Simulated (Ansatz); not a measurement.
## LiGeBr3 (model cell, started as cubic perovskite with Ge in the octahedra): following an unstable mode

Which phase does LiGeBr3 (model cell, started as cubic perovskite with Ge in the octahedra) fall into along its unstable mode, and how much energy does it gain?

Program: Ansatz 0.2.0. Level of theory: DFT LDA, scalar-relativistic, plane waves, PAW; PAW set soft_1. Results are calculated unless marked as measured.

This is a report of a sequence of runs, with most program output left out.

The structure was built from a prototype and need not be the compound's stable phase.

In doubt: the program warns that the response may not be converged on this k-mesh (step 8), which bears on the force constants and all frequencies.

## (1) The structure

Symmetry: Pm-3m, No. 221, cubic system. Conventional cell: a = 5.305 Å, b = 5.305 Å, c = 5.305 Å, α = 90.00°, β = 90.00°, γ = 90.00°. Li has 12 Br at 3.75 Å nearest. Ge has 6 Br at 2.65 Å nearest. Nearest to Br lie 2 Ge at 2.65 Å. Farther neighbours and most contacts between anions are not listed.

## (2) Response at finite wavevector

The cell comes from relaxations at this level that are not shown. Stability and thermal properties need the whole zone. Linear response on a 2×2×2 q mesh gives force constants as far as a supercell of that size would.

input.yaml reads:

```yaml
crystal:
  lattice:
    - [5.3050974423, 0.0, 0.0]
    - [0.0, 5.3050974423, 0.0]
    - [0.0, 0.0, 5.3050974423]
  atoms:
    - { symbol: Li, position: [0.0, 0.0, 0.0] }
    - { symbol: Ge, position: [0.5, 0.5, 0.5] }
    - { symbol: Br, position: [0.5, 0.5, 0.0] }
    - { symbol: Br, position: [0.5, 0.0, 0.5] }
    - { symbol: Br, position: [0.0, 0.5, 0.5] }
kpoints:
  mp_grid: { grid: [8, 8, 8] }
hamiltonian:
  xc: lda
  pseudopotentials: { kind: paw, azcp: { folder: soft_1 }, xc_functional: pbe }
scf:
  occupations: { method: methfessel_paxton, width: 0.2 }
output:
  eigenvalues: true
phonons:
  method: dfpt
  qmesh: [2, 2, 2]
  temperatures: { t_max: 1000, t_step: 50 }
  qpath:
    path:
      - [[0.0, 0.0, 0.0], [0.0, 0.5, 0.0], [0.5, 0.5, 0.0], [0.0, 0.0, 0.0], [0.5, 0.5, 0.5], [0.0, 0.5, 0.0]]
      - [[0.5, 0.5, 0.5], [0.5, 0.5, 0.0]]
    npoints: 10
```

Launch:

```console
ansatz run input.yaml --threads 8 --pin off --max-ram 16384MiB --backend cpu --events-out ev --progress --plain --runs-dir out
```

Wall time 1.9 min (8 threads of Arm Neoverse V2, shared host); peak memory 1.4 GiB.

Numbers from this step:

| Item | Value |
| --- | --- |
| volume per atom | 29.86 Å³ |
| gap on the k-mesh | 0 eV |
| sum-rule residual before enforcement | 3.39e-5 eV/Å² |
| lowest frequency on the path | -173.9 cm⁻¹ |
| point group | m-3m |
| highest frequency on the path or at a solved wavevector | 184.4 cm⁻¹ |
| highest optical mode at the zone centre (no LO-TO term) | 93.38 cm⁻¹ |
| lowest optical zone-centre mode | -173.9 cm⁻¹ |
| lowest mode on the q mesh (acoustic modes at Γ apart) | -173.9 cm⁻¹ |

Frequencies (cm⁻¹) solved at each irreducible wavevector; negative means imaginary. Frequencies by wavevector, by row:

```csv
q in reciprocal lattice units,star,mode 1,mode 2,mode 3,mode 4,mode 13,mode 14,mode 15
0 0 0,1,-173.9,-173.9,-173.9,-11.6,93.4,93.4,93.4
0 0 -0.5,3,-166.1,-166.1,-22.9,-22.9,93,167.7,178.8
0 -0.5 -0.5,3,-156.1,-152.4,-152.4,-55.9,179.1,179.1,179.5
-0.5 -0.5 -0.5,1,-170.2,-170.2,-170.2,-55.9,174.2,174.2,184.4
```

Interpolated from a 2×2×2 q mesh. The phonon branches at the labelled points (cm⁻¹):

```csv
point,branch 1,branch 2,branch 3,branch 4,branch 12,branch 13,branch 14,branch 15
Γ,-174,-174,-174,-12,57,93,93,93
halfway,-170,-170,-119,-16,93,93,124,140
X,-166,-166,-23,-23,93,93,168,179
halfway,-161,-159,-110,-41,133,141,173,176
M,-156,-152,-152,-56,164,179,179,180
halfway,-166,-145,-138,-33,127,131,135,144
Γ,-174,-174,-174,-12,57,93,93,93
halfway,-153,-153,-150,-37,132,136,136,148
R,-170,-170,-170,-56,174,174,174,184
halfway,-161,-161,-138,-44,137,143,175,175
X,-166,-166,-23,-23,93,93,168,179
jump to R,-170,-170,-170,-56,174,174,174,184
halfway,-164,-161,-161,-56,164,176,176,180
M,-156,-152,-152,-56,164,179,179,180
```

Symmetry leaves 4 wavevectors to solve. The lowest mode among them, the acoustic zeros apart, lies at Γ and is imaginary, 173.9i cm⁻¹, so the energy falls along it.

## (3) The mode frozen in, largest atomic shift 0 Å

The mode followed lies at Γ with frequency 173.9i cm⁻¹ and is 3-fold degenerate, the softest among the wavevectors solved. At small amplitude the distorted cell has space group no. 38 by a symmetry search on the positions. The undistorted cell that holds it gives the zero of energy on the same k mesh.

input.yaml, the sections that differ from step 2:

```yaml
output:
  forces: true
  stress: true
  eigenvalues: true
# crystal, kpoints, hamiltonian, scf: as in step 2
# phonons: removed
```

It took 1.2 s on 8 threads; peak memory 0.53 GiB.

Numbers from this step:

* pressure: -0.005590 GPa
* energy from the undistorted cell: 0 meV/atom

The run ends at a pressure of -0.01 GPa.

## (4) The mode frozen in, largest atomic shift 0.6 Å

The atoms are moved along the unstable eigenvector, the largest shift by 0.6 Å, with the cell fixed.

input.yaml, the sections that differ from step 3:

```yaml
crystal:
  lattice:
    - [5.3050974423, 0.0, 0.0]
    - [0.0, 5.3050974423, 0.0]
    - [0.0, 0.0, 5.3050974423]
  atoms:
    - { symbol: Li, position: [0.0, -0.0799729078, -0.0799729078] }
    - { symbol: Ge, position: [0.5, 0.4992396139, 0.4992396139] }
    - { symbol: Br, position: [0.5, 0.5036709711, 0.0002952077] }
    - { symbol: Br, position: [0.5, 0.0002952077, 0.5036709711] }
    - { symbol: Br, position: [0.0, 0.5036709711, 0.5036709711] }
# kpoints, hamiltonian, scf, output: as in step 3
```

Run time: 4.8 s. Hardware: 8 threads; peak memory 0.63 GiB.

This step gave:

```
pressure                         : 0.05703 GPa
gap on the k-mesh                : 0.04726 eV
energy from the undistorted cell : -27.66 meV/atom
```

The energy, extrapolated to zero smearing, is -27.66 meV/atom against the undistorted cell.

The run ends at a pressure of 0.06 GPa, with forces up to 0.41 eV/Å.

## (5) Energy along the mode, all amplitudes (two of the runs are shown above)

An imaginary frequency means negative curvature, so the energy should fall and then rise again as anharmonic terms take over.

This step gave:

| Item | Value |
| --- | --- |
| depth at the lowest point sampled | 27.66 meV/atom |
| largest atomic shift at that point | 0.6 Å |

Energy from the parent against largest atomic shift:

```csv
largest atomic shift (Å),energy from the parent (meV/atom)
0.000,0
0.040,-0.13
0.080,-0.518
0.140,-1.58
0.220,-3.90
0.320,-8.18
0.450,-15.9
0.600,-27.7
```

Displacement at unit largest shift by atom:

```csv
atom,x (Å),y (Å),z (Å),size
Li1,0.000,-0.707,-0.707,1.000
Ge2,0.000,-0.007,-0.007,0.010
Br3,0.000,0.032,0.003,0.032
Br4,0.000,0.003,0.032,0.032
Br5,0.000,0.032,0.032,0.045
```

The lowest of the steps tried is the last one, at 0.6 Å, 27.7 meV/atom below the parent; the bottom of the well need not coincide with a step.

## (6) Relaxation from the frozen mode

Starting from the lowest point found, all atoms and the cell are let go, so that strain and other modes of the same symmetry can join in.

Edit input.yaml of step 4 so:

```diff
@@ -22 +22,6 @@
   eigenvalues: true
+relax:
+  adjacent_minimum: "off"
+  f_tol: 0.002
+  max_steps: 120
+  cell: { stress_tol: 0.03 }
```

Elapsed: 79 s, on 8 threads; peak memory 0.75 GiB; 10 min of CPU time.

The steps of the relaxation:

```csv
step,energy less that of the first step (eV),largest force component (eV/Å),pressure (GPa),volume (Å³)
1,0.0000,0.2915,0.06,149.31
2,-0.1243,0.3529,-0.14,150.94
3,-0.2579,0.2869,0.04,151.48
4,-0.3283,0.1508,0.29,152.51
5,-0.3806,0.1217,-0.05,154.38
6,-0.3928,0.0745,0.26,154.00
7,-0.4077,0.0617,0.28,155.19
8,-0.4154,0.0860,-0.29,159.13
9,-0.4193,0.0018,-0.03,158.16
10,-0.4194,0.0013,0.01,157.90
11*,-0.4221,0.0012,0.04,157.90
12,-0.4223,0.0015,0.00,158.33
13,-0.4223,0.0017,0.00,158.47
14,-0.4223,0.0033,0.00,158.48
15,-0.4223,0.0001,0.00,158.47
16*,-0.4223,0.0001,0.00,158.47
```

Relaxation steps marked * repeat the geometry before them on a plane-wave basis chosen anew for their cell, so energy and pressure can jump there. Relaxation step 14 was tried and not accepted.

The run keeps the 4 symmetry operations that it works with, so distortions that break them were not tested.

```csv
"conventional cell, symmetrised",before,after,change
a (Å),5.305,5.283,-0.4 %
b (Å),7.503,7.182,-4.3 %
c (Å),7.503,8.353,+11.3 %
volume (Å³/atom),29.86,31.69,+6.1 %
```

The atoms that moved most (Å, as changes of fractional coordinates times the final cell):

```csv
atom,dx,dy,dz,length
Li1,0.000,-0.632,-0.632,0.894
Br3,0.000,0.345,0.200,0.399
Br4,0.000,0.200,0.345,0.399
Br5,0.000,0.104,0.104,0.147
Ge2,0.000,-0.017,-0.017,0.025
```

This step gave:

```yaml
pressure: -1.90e-4 GPa
volume_per_atom: 31.69 Å³
gap_on_the_k_mesh: 0.7631 eV
```

The distorted start has space group Amm2; the relaxation ends in Amm2.

## (7) The new phase in its own primitive cell

The relaxed structure is symmetrised, reduced to its primitive cell and relaxed tightly, as its phonons need.

input.yaml reads:

```yaml
crystal:
  lattice:
    - [5.2828950675, 0.0, 0.0]
    - [0.0, 3.5911387267, 4.1764174108]
    - [0.0, -3.5911387267, 4.1764174108]
  atoms:
    - { symbol: Li, position: [0.0, 0.8130293329, 0.8130293329] }
    - { symbol: Ge, position: [0.5, 0.4962925093, 0.4962925093] }
    - { symbol: Br, position: [0.5, 0.5641755617, 0.0321218934] }
    - { symbol: Br, position: [0.5, 0.0321218934, 0.5641755617] }
    - { symbol: Br, position: [0.0, 0.5212845586, 0.5212845586] }
kpoints:
  mp_grid: { grid: [4, 4, 4] }
hamiltonian:
  xc: lda
  pseudopotentials: { kind: paw, azcp: { folder: soft_1 }, xc_functional: pbe }
scf:
  occupations: { method: fixed }
output:
  forces: true
  stress: true
  eigenvalues: true
relax:
  adjacent_minimum: "off"
  f_tol: 0.001
  max_steps: 60
  cell: { stress_tol: 0.01 }
```

Run time: 10 s. Hardware: 8 threads; peak memory 0.54 GiB.

Relaxation path:

```csv
step,energy less that of the first step (eV),largest force component (eV/Å),pressure (GPa),volume (Å³)
1,0.0000,0.0758,0.23,158.47
2,-0.0022,0.0771,0.01,160.03
3,-0.0035,0.0283,-0.06,160.95
4,-0.0034,0.0689,0.12,160.70
5,-0.0039,0.0029,0.01,160.86
6,-0.0040,0.0122,0.03,160.96
7,-0.0041,0.0009,0.00,161.16
8,-0.0041,0.0002,0.00,161.21
9*,-0.0044,0.0002,0.00,161.21
```

Relaxation steps marked * repeat the geometry before them on a plane-wave basis chosen anew for their cell, so energy and pressure can jump there. Relaxation step 4 was tried and not accepted.

Forces are held to the 4 operations that the run works with; a distortion that breaks them can't arise in this run.

```csv
"conventional cell, symmetrised",before,after,change
a (Å),5.283,5.304,+0.4 %
b (Å),7.182,7.174,-0.1 %
c (Å),8.353,8.473,+1.4 %
volume (Å³/atom),31.69,32.24,+1.7 %
```

The atoms that moved most (Å, as changes of fractional coordinates times the final cell):

```csv
atom,dx,dy,dz,length
Ge2,0.000,0.000,-0.039,0.039
Br5,0.000,0.000,0.033,0.033
Br4,0.000,-0.007,0.007,0.010
Br3,0.000,0.007,0.007,0.010
Li1,0.000,0.000,-0.008,0.008
```

The relaxed structure:

```xyz
5
Lattice="5.3038 0.0000 0.0000 0.0000 3.5872 4.2366 0.0000 -3.5872 4.2366" Properties=species:S:1:pos:R:3 pbc="T T T"
Li    0.0000    0.0000    6.8805
Ge    2.6519    0.0000    4.1666
Br    2.6519    1.9157    2.5330
Br    2.6519   -1.9157    2.5330
Br    0.0000    0.0000    4.4504
```

A gap read on the k-mesh alone can miss the band edges.

This step gave:

- pressure: -2.09e-5 GPa
- gap on the k-mesh: 0.9304 eV
- volume per atom: 32.24 Å³
- direct gap on mesh: 0.9304 eV

The largest force component left is 0.21 meV/Å and the pressure is 0.000 GPa, within the tolerances set. The cell now holds 32.24 Å³/atom.

## (8) Modes of the new phase, k-mesh 4×4×4, occupations fixed

A relaxed structure may still be a saddle point, so its zone-centre modes are computed. The response to a homogeneous field gives the Born charges and the dielectric tensor.

input.yaml, the sections that differ from step 7:

```yaml
crystal:
  lattice:
    - [5.303766876, 0.0, 0.0]
    - [0.0, 3.5871803474, 4.2365571896]
    - [0.0, -3.5871803474, 4.2365571896]
  atoms:
    - { symbol: Li, position: [0.0, 0.8120351042, 0.8120351042] }
    - { symbol: Ge, position: [0.5, 0.4917396254, 0.4917396254] }
    - { symbol: Br, position: [0.5, 0.5659719337, 0.0319249978] }
    - { symbol: Br, position: [0.5, 0.0319249978, 0.5659719337] }
    - { symbol: Br, position: [0.0, 0.5252321948, 0.5252321948] }
output:
  eigenvalues: true
phonons:
  method: dfpt
  dielectric: true
  rigid_motions: translations
# kpoints, hamiltonian, scf: as in step 7
# relax: removed
```

Run time: 56 s. Hardware: 8 threads; peak memory 1.1 GiB; 6.8 min of CPU time.

This step gave:

```yaml
sum_rule_residual_before_enforcement: 1.13e-4 eV/Å²
miss_of_the_charge_sum_rule: 0.04205 e
estimated_error_of_the_dielectric_tensor: 0.2400
estimated_error_of_the_born_charges: 0.5549 e
point_group: mm2
highest_optical_mode_at_the_zone_centre_no_lo_to_term: 327.7 cm⁻¹
lowest_optical_zone_centre_mode: -171.3 cm⁻¹
mean_high_frequency_dielectric_constant: 6.410
largest_born_charge_third_of_the_trace: 4.058 e
top_of_the_zone_centre_spectrum_with_the_field: 342.6 cm⁻¹
```

Patterns of degenerate modes are one choice out of their space. Modes at Γ, with each element's share of the kinetic energy (negative means imaginary):

```csv
mode,frequency (cm⁻¹),symmetry,Li %,Ge %,Br %
1,-171.3,B1,97,0,3
2,-86.8,B2,86,5,9
3,-11.9,B2,2,0,98
4,0.0,acoustic,2,23,75
5,0.0,acoustic,2,23,75
6,0.0,acoustic,2,23,75
7,19.2,A2,0,0,100
8,40.3,B2,2,15,83
9,59.3,A1,4,3,93
10,65.0,B1,1,4,95
11,91.2,B1,0,74,26
12,93.4,A1,0,28,72
13,157.8,B2,8,58,35
14,180.5,A1,0,46,54
15,327.7,A1,94,0,6
```

Displacements in mode 1 (-171.3 cm⁻¹), the largest set to 1:
```
Li1  1.00  0.00  0.00
Ge2 -0.01  0.00  0.00
Br3 -0.04  0.00  0.00
Br4 -0.04  0.00  0.00
Br5  0.00  0.00  0.00
```

Displacements in mode 15 (327.7 cm⁻¹), the largest set to 1:
```
Li1  0.00  0.00  1.00
Ge2  0.00  0.00 -0.01
Br3  0.00  0.00  0.00
Br4  0.00  0.00  0.00
Br5  0.00  0.00 -0.07
```

High-frequency dielectric tensor, which the program warns is not settled by the k meshes in reach. Tensor:

```csv
,x,y,z
x,8.074,0,0
y,0,5.667,0
z,0,0,5.489
```

Optical modes at the zone centre, without and with the macroscopic field of the longitudinal modes; each column is sorted by frequency, so a row need not hold one and the same mode. Modes with and without the field, by row:

```csv
rank among optical modes,no field (cm⁻¹),"q along (1, 0, 0) (cm⁻¹)","q along (0, 1, 0) (cm⁻¹)","q along (0, 0, 1) (cm⁻¹)"
1,-171.3,-155.7,-171.3,-171.3
2,-86.8,-86.8,-19.8,-86.8
3,-11.9,-11.9,19.2,-11.9
4,19.2,19.2,30.4,19.2
5,40.3,40.3,59.3,40.3
6,59.3,59.3,65,59.6
7,65,68.9,84.8,65
8,91.2,93.4,91.2,91.2
9,93.4,157.8,93.4,94.2
10,157.8,180.5,180.5,157.8
11,180.5,206.8,211.1,215.5
12,327.7,327.7,327.7,342.6
```

Born charge (rows field, columns displacement) (e), principal values of the symmetric part by kind of site:

```csv
atom,atoms with these values,low,middle,high,mean
Li1,1,1.03,1.28,1.40,1.24
Ge2,1,3.18,3.66,5.33,4.06
Br3,2,-3.61,-0.63,-0.40,-1.55
Br5,1,-5.47,-0.69,-0.44,-2.20
```

In full for Ge2:

```
5.33 0.00 0.00
0.00 3.66 0.00
0.00 0.00 3.18
```

Transverse modes; imaginary modes are left out. Infrared lines, with heights relative to the strongest:

```csv
position (cm⁻¹),label,relative intensity
19,A2,0.0
40,B2,2.4
59,A1,0.2
65,B1,16
91,B1,100
93,A1,0.6
158,B2,30
180,A1,41
328,A1,21
```

Before it was imposed, the acoustic sum rule was missed by 1.1e-4 eV/Å² and the charge sum rule by 0.042 e. The charge miss is large and points to the mesh or the basis. The lowest optical mode is imaginary, 171.3i cm⁻¹, so the energy falls along it.

The log warns of the k mesh: “the force constants stand on the 4×4×4 k-mesh, whose period is 7.44 times the interband length at k = (-0.5000, -0.5000, -0.5000), direct gap 0.930 eV, under 14: take them and everything formed from them as unconverged”.

## (9) Outcome

- unstable mode of the parent: q = (0, 0, 0), 174i cm⁻¹
- depth at the lowest point sampled: 27.7 meV/atom
- largest atomic shift at that point: 0.6 Å
- space group reached (within 0.01 Å): Amm2
- energy gained over the parent (first relaxation, on the mesh of the frozen mode): 112 meV/atom
- volume per atom, phase reached: 32.2 Å³
- gap on the k-mesh, phase reached: 0.930 eV
- lowest optical zone-centre mode, phase reached: -171 cm⁻¹
- highest optical mode at the zone centre (no LO-TO term), phase reached: 328 cm⁻¹

Along this mode the structure falls into Amm2, 112 meV/atom below the parent. At the parent's cell the well is 27.66 meV/atom deep on the steps tried, with its lowest point at a shift of 0.6 Å. That is the last step tried, so the steps alone don't bracket the bottom of the well. Relaxing atoms and cell changes the gain by +84.43 meV/atom against the lowest step (energies at zero smearing). Most of the total comes from this relaxation. The new phase still has an imaginary mode at the zone centre of its cell, so it is a saddle point on the way to a lower structure. Of the 6 patterns followed to their end from this parent, this one ends 72.3 meV/atom above the lowest, Imma. Each path keeps the symmetry of its pattern, so a lower phase may lie along a pattern not tried. With the field response the log warns that the k mesh is coarse for the force constants too, so the frequencies may not be converged. With no gap, or one that is small against the smearing, the frequencies hang on the k mesh and the smearing, most of all near Kohn anomalies. In at least one run the field response is not settled by the k meshes in reach, so its dielectric tensor, Born charges and longitudinal modes are rough. A semilocal functional can close a gap that the real compound would have, so the metallic treatment may be an artefact of the level. The PAW files were made for PBE and serve the other functionals too. The starting cell was built on a prototype and not taken from a measurement, so the phase need not exist.

[Logs are printed without paths, hosts, clocks, repeated set-up lines and the standing remarks that a program may print on its own settings, such as how far it seeks lower states.]

[Hosts, paths, dates, database ids (printed as entryN), source tags and the programs' standing remarks are cut or masked in the printed files.]
